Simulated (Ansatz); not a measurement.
# LaScSe3 (model cell, started as cubic perovskite with Sc in the octahedra): the cell at rest

Aim: bring LaScSe3 (model cell, started as cubic perovskite with Sc in the octahedra) to small forces and stress, as phonons need.

Main program and level: Ansatz 0.2.0; DFT PBE, scalar-relativistic, plane waves, PAW; PAW set soft_1.

Most raw output is cut from this account.

The structure was built from a prototype and need not be the compound's stable phase.

## 1. Set-up

Symmetry: Pm-3m, No. 221, cubic system. Conventional cell: a = 5.341 Å, b = 5.341 Å, c = 5.341 Å, α = 90.00°, β = 90.00°, γ = 90.00°. La has 12 Se at 3.78 Å nearest. Sc has 6 Se at 2.67 Å nearest. Se has 2 Sc at 2.67 Å and 4 La at 3.78 Å nearest. Farther neighbours and most contacts between anions are not listed.

## 2. Probe on a coarse mesh

First a cheap look: the gap decides the mesh and the occupations, the pressure tells how far the cell has to move.

The input, input.yaml:

```yaml
crystal:
  lattice:
    - [5.341, 0.0, 0.0]
    - [0.0, 5.341, 0.0]
    - [0.0, 0.0, 5.341]
  atoms:
    - { symbol: La, position: [0.0, 0.0, 0.0] }
    - { symbol: Sc, position: [0.5, 0.5, 0.5] }
    - { symbol: Se, position: [0.5, 0.5, 0.0] }
    - { symbol: Se, position: [0.5, 0.0, 0.5] }
    - { symbol: Se, position: [0.0, 0.5, 0.5] }
kpoints:
  mp_grid: { grid: [4, 4, 4] }
hamiltonian:
  xc: pbe
  pseudopotentials: { kind: paw, azcp: { folder: soft_1 } }
scf:
  occupations: { method: gaussian, width: 0.1 }
output:
  forces: true
  stress: true
  eigenvalues: true
```

Run with:

```console
$ ansatz run input.yaml --threads 4 --pin off --max-ram 16384MiB --backend cpu --events-out ev --progress --plain --runs-dir out
```

Wall time 2 s (4 threads of Arm Neoverse V1, shared host); peak memory 0.53 GiB.

A gap read on the k-mesh alone can miss the band edges.

This step gave:

- pressure: -6.047 GPa
- volume per atom: 30.47 Å³
- gap on the k-mesh: 0.6522 eV
- direct gap on mesh: 0.6860 eV

The coarse mesh shows a gap of 0.65 eV and a pressure of -6.0 GPa.

## 3. Bringing the structure to rest, k-mesh 4×4×4

The cell and atoms are relaxed, since residual forces and stress would shift the frequencies.

input.yaml: that of step 2 with these lines changed.

```diff
@@ -17,3 +17,3 @@
 scf:
-  occupations: { method: gaussian, width: 0.1 }
+  occupations: { method: gaussian, width: 0.02 }
 output:
@@ -22 +22,10 @@
   eigenvalues: true
+  write_density: true
+  write_potential: true
+  elf: true
+  volumetric_format: npy
+relax:
+  adjacent_minimum: "off"
+  f_tol: 0.005
+  max_steps: 80
+  cell: { stress_tol: 0.05 }
```

Elapsed: 7.9 s, on 4 threads; peak memory 0.56 GiB.

Relaxation path:

```
step  energy less that of the first step (eV)  largest force component (eV/Å)  pressure (GPa)  volume (Å³)
   1                                   0.0000                          0.0000           -6.05       152.36
   2                                  -0.3705                          0.0000            1.52       131.06
   3                                  -0.3840                          0.0000           -0.32       134.83
   4                                  -0.3847                          0.0000           -0.01       134.16
  5*                                  -0.3840                          0.0000           -0.01       134.16
```

Relaxation steps marked * repeat the geometry before them on a plane-wave basis chosen anew for their cell, so energy and pressure can jump there.

Forces are held to the 48 operations that the run works with; a distortion that breaks them can't arise in this run.

```
conventional cell, symmetrised  before  after   change
                         a (Å)   5.341  5.119   -4.2 %
                         b (Å)   5.341  5.119   -4.2 %
                         c (Å)   5.341  5.119   -4.2 %
              volume (Å³/atom)   30.47  26.83  -11.9 %
```

This step gave:

```yaml
pressure: -0.009101 GPa
gap_on_the_k_mesh: 0.7750 eV
volume_per_atom: 26.83 Å³
direct_gap_on_mesh: 0.8773 eV
```

Valence density in the ac plane at fractional y = 0.500, with atoms of Sc and Se within 0.2 Å of it. It is the smooth field of the valence electrons, not physical close to the nuclei.

Ten steps, logarithmic in the rise over the least value, from '0' (0 e/Å³) to '9' (45 e/Å³), each cell a mean:
```
00001378521000
00001233210000
00000111100000
10000011000001
21100122100012
64211245410125
96211466521138
85211356421137
32100134210123
11000011100011
00000011100000
00000122210000
00001256410000
00001389621000
```
Columns run along a (5.1 Å), rows up along c (5.1 Å). Atoms in or near the plane, at fractional coordinates: Sc at (0.50, 0.50), Se at (0.50, 0.00), Se at (0.00, 0.50).

Electrostatic potential energy in the ac plane at fractional y = 0.500, with atoms of Sc and Se within 0.2 Å of it. With pseudopotentials it is smooth inside the atoms' cores, unlike the true potential.

Ten even steps from '_' (-40 eV) to '@' (13 eV), each cell a mean:
```
@@@@@@@@%%**%%@@##**@@@@@@@@
@@@@@@@@@@##******%%@@@@@@@@
@@@@@@@@@@%%####%%@@@@@@@@@@
%%@@@@@@@@%%%%%%%%@@@@@@@@@@
**##%%@@%%##++++**%%@@@@%%**
%%**##%%##==..__::**%%%%**##
@@%%**%%##::______++%%##**@@
@@##**%%##--____..++%%##**%%
****%%@@%%**--::==##%%%%##**
##%%@@@@@@%%######%%@@@@@@%%
@@@@@@@@@@@@%%%%%%@@@@@@@@@@
@@@@@@@@@@%%****##%%@@@@@@@@
@@@@@@@@%%**##%%**##@@@@@@@@
@@@@@@@@##**@@@@%%**%%@@@@@@
```
Columns run along a (5.1 Å; values clipped at the 3rd and 97th percentile), rows up along c (5.1 Å). Atoms in or near the plane, at fractional coordinates: Sc at (0.50, 0.50), Se at (0.50, 0.00), Se at (0.00, 0.50).

ELF in the ac plane at fractional y = 0.500, with atoms of Sc and Se within 0.2 Å of it. It is the smooth field of the valence electrons, not physical close to the nuclei.

Ten even steps from '_' (0.03) to '@' (0.80), each cell a mean:
```
____::##@@%%==::**@@%%==..__
..__..==%%@@@@%%@@@@**::__..
++--..::++%%@@@@@@##--..::==
%%%%++::..----==--::..--**%%
@@@@%%++__..==**--__::##@@@@
++%%@@##::++######----@@@@**
..**@@##--%%==..##**==@@%%::
::##@@##::##**==##==--@@@@==
%%@@@@**..--##%%++..--%%@@%%
@@@@##--....::--::__..++%%@@
##**--..--**######++::::==##
--....--##@@@@@@@@%%++....::
____..**@@@@##**%%@@%%--____
____--##@@%%::..++@@%%++..__
```
Columns run along a (5.1 Å), rows up along c (5.1 Å). Atoms in or near the plane, at fractional coordinates: Sc at (0.50, 0.50), Se at (0.50, 0.00), Se at (0.00, 0.50).

In this step the volume went from 30.47 to 26.83 Å³/atom.

## 4. Relaxation, k-mesh 6×6×6

The relaxation is repeated from its end, on the mesh and smearing that suit the cell and gap now reached.

input.yaml, the sections that differ from step 3:

```yaml
crystal:
  lattice:
    - [5.1193273373, 0.0, 0.0]
    - [0.0, 5.1193273373, 0.0]
    - [0.0, 0.0, 5.1193273373]
  atoms:
    - { symbol: La, position: [0.0, 0.0, 0.0] }
    - { symbol: Sc, position: [0.5, 0.5, 0.5] }
    - { symbol: Se, position: [0.5, 0.5, 0.0] }
    - { symbol: Se, position: [0.5, 0.0, 0.5] }
    - { symbol: Se, position: [0.0, 0.5, 0.5] }
kpoints:
  mp_grid: { grid: [6, 6, 6] }
output:
  forces: true
  stress: true
  eigenvalues: true
# hamiltonian, scf, relax: as in step 3
```

Run time: 7.3 s. Hardware: 4 threads; peak memory 0.56 GiB; 27 s of CPU time.

Little changed from the start: no atom moved by 0.005 Å and no cell edge by 0.1 %.

This step gave:

- pressure: 0.02101 GPa
- gap on the k-mesh: 0.7809 eV
- volume per atom: 26.79 Å³
- direct gap on mesh: 0.8804 eV

In this step the volume went from 26.83 to 26.79 Å³/atom.

## 5. Relaxing to small forces for the phonons, k-mesh 6×6×6

Phonons need a cell at rest on their own settings, so the relaxation is repeated with tight tolerances on forces and stress on the k mesh and occupations of the first response run.

input.yaml, the sections that differ from step 4:

```yaml
crystal:
  lattice:
    - [5.1168169499, 0.0, 0.0]
    - [0.0, 5.1168169499, 0.0]
    - [0.0, 0.0, 5.1168169499]
  atoms:
    - { symbol: La, position: [0.0, 0.0, 0.0] }
    - { symbol: Sc, position: [0.5, 0.5, 0.5] }
    - { symbol: Se, position: [0.5, 0.5, 0.0] }
    - { symbol: Se, position: [0.5, 0.0, 0.5] }
    - { symbol: Se, position: [0.0, 0.5, 0.5] }
scf:
  occupations: { method: fixed }
relax:
  adjacent_minimum: "off"
  f_tol: 0.001
  max_steps: 60
  cell: { stress_tol: 0.01 }
# kpoints, hamiltonian, output: as in step 4
```

Wall time 7.5 s (4 threads); peak memory 0.55 GiB.

Little changed from the start: no atom moved by 0.005 Å and no cell edge by 0.1 %.

Numbers from this step:

```
pressure           : -0.006253 GPa
gap on the k-mesh  : 0.7816 eV
volume per atom    : 26.81 Å³
direct gap on mesh : 0.8815 eV
```

The forces vanish by symmetry and the pressure is -0.006 GPa, within the tolerances set. The cell now holds 26.81 Å³/atom.

## 6. Tight relaxation, k-mesh 8×8×8

The k mesh is raised to 8×8×8 since a zone-centre run on the first mesh warned that it was too coarse for the force constants, and the cell is relaxed again on it.

input.yaml: that of step 5 with these lines changed.

```diff
@@ -2,5 +2,5 @@
   lattice:
-    - [5.1168169499, 0.0, 0.0]
-    - [0.0, 5.1168169499, 0.0]
-    - [0.0, 0.0, 5.1168169499]
+    - [5.1175679735, 0.0, 0.0]
+    - [0.0, 5.1175679735, 0.0]
+    - [0.0, 0.0, 5.1175679735]
   atoms:
@@ -12,3 +12,3 @@
 kpoints:
-  mp_grid: { grid: [6, 6, 6] }
+  mp_grid: { grid: [8, 8, 8] }
 hamiltonian:
```

Wall time 12 s (4 threads); peak memory 0.59 GiB.

Little changed from the start: no atom moved by 0.005 Å and no cell edge by 0.1 %.

Numbers from this step:

```
pressure           : 0.003233 GPa
gap on the k-mesh  : 0.7819 eV
volume per atom    : 26.80 Å³
direct gap on mesh : 0.8814 eV
```

The forces vanish by symmetry and the pressure is 0.003 GPa, within the tolerances set. The cell now holds 26.80 Å³/atom.

## 7. Outcome

| Quantity | Value |
| --- | --- |
| space group after relaxation (within 0.01 Å) | Pm-3m |
| lattice constant a | 5.117 Å |
| lattice constant b | 5.117 Å |
| lattice constant c | 5.117 Å |
| volume per atom | 26.8 Å³ |
| gap on the k-mesh | 0.782 eV |

In words: The forces vanish by symmetry and the pressure is 0.003 GPa, within the tolerances set. The cell now holds 26.80 Å³/atom. The relaxation keeps the symmetry of its start, so it says nothing on stability against lower symmetry. Spin-orbit coupling is left out, which can matter for the heavy elements here. The starting cell was built on a prototype and not taken from a measurement, so the phase need not exist.

[Logs are printed without paths, hosts, clocks, repeated set-up lines and the standing remarks that a program may print on its own settings, such as how far it seeks lower states.]

[Hosts, paths, dates, database ids (printed as entryN), source tags and the programs' standing remarks are cut or masked in the printed files.]
